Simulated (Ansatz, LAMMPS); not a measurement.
# Static equation of state of Ga2O3 with crystalline order left by the classical run (100 atoms)

Density of this cell: 5.63 g/cm³. The cell holds 100 atoms: 40 Ga and 60 O. Cell: a = 9.745 Å, b = 10.509 Å, c = 10.817 Å, α = 88.7°, β = 92.3°, γ = 88.7°. The starting structure: 100 atoms (40 Fe, 60 O) placed at random at 4.44 g/cm³, melted at 5000 K for 10 ps at fixed volume with the Morse and Coulomb pair potential with partial charges (Pedone, Malavasi, Menziani, Cormack and Segre, J. Phys. Chem. B 110, 11780 (2006)). Quenched from 5000 K to 300 K at 100 K/ps and fixed volume, held 10 ps at zero pressure, then minimised at fixed cell. Then Fe was replaced by Ga and the cell scaled by 1.003 (the potential has no terms for the new elements, so the cell is a start for a DFT relaxation).

Calculated with Ansatz 0.2.0: Kohn-Sham DFT, PBE, PAW (set soft_1), plane waves; cutoff 420 eV, Γ point, fixed occupations. Cell and atoms were relaxed first, to V0 = 11.062 Å³ an atom at a residual P0 = -0.001 GPa. The cell was then scaled evenly, and the atoms were relaxed at each volume.

| volume (Å³/atom) | pressure (GPa) |
| --- | --- |
| 9.9562 | 14.81 |
| 10.399 | ? |
| 10.731 | 3.552 |
| 11.394 | -2.673 |
| 11.726 | -4.581 |

**Question.** Fit the third-order Birch–Murnaghan equation to the rows given and interpolate to the withheld row.

**Working.**

Take the Eulerian strain f = ½[(V0/V)^(2/3) − 1] and the normalised pressure F = (P − P0) / [3f(1 + 2f)^(5/2)]. The third-order Birch–Murnaghan equation is then the line F = B0 + (3/2)B0(B′ − 4) f, so u = f and v = F.

```
      u = f  v = F (GPa)
  0.0363829      113.856
  0.0102569      109.742
-0.00975641      95.8978
 -0.0190509      88.3232
```

With n = 4: mean u = 0.00445815, mean v = 101.955, Σ(u − ū)² = 0.0018075, Σ(u − ū)(v − v̄) = 0.83166. Slope b = 0.83166 / 0.0018075 = 460.10; intercept a = v̄ − b ū = 99.904.

So B0 = a = 99.9 GPa and B′ = 4 + 2b/(3a) = 7.07. At the withheld volume f = 0.02106, F = a + b f = 109.6 GPa, and P = P0 + 3f(1 + 2f)^(5/2) F.

Prediction at 10.399: 7.674 GPa. The run gave 7.899 GPa, so the fit is low by 0.23 GPa (2.9 % of the value).

The series isn't one smooth equation of state: even a line fitted to all rows, the withheld one included, misses F by up to 4.0 % and the count of bonds changes along the series. B0 and B′ are then only the numbers of this fit, not moduli of the material. Among the rows given, the largest miss of the fit is at 9.9562, by 0.36 GPa (1.9 % of the range of the table).

Limits: Static cells at zero temperature; the cell shape is held. The program notes that the SCF threshold of these relaxations is loose for the stress. The quench rate of 100 K/ps is many orders above laboratory rates, so the cell is likely richer in defects and strain than a real sample. The network of bonds at the start is that of the classical potential that made the cell, and needn't be the one that DFT or experiment would give. Only the Γ point is sampled, in a cell whose shortest periodic width is 10 Å.

[Logs are printed without paths, hosts, clocks, repeated set-up lines and the standing remarks that a program may print on its own settings, such as how far it seeks lower states.]

[Hosts, paths, dates, database ids (printed as entryN), source tags and the programs' standing remarks are cut or masked in the printed files.]
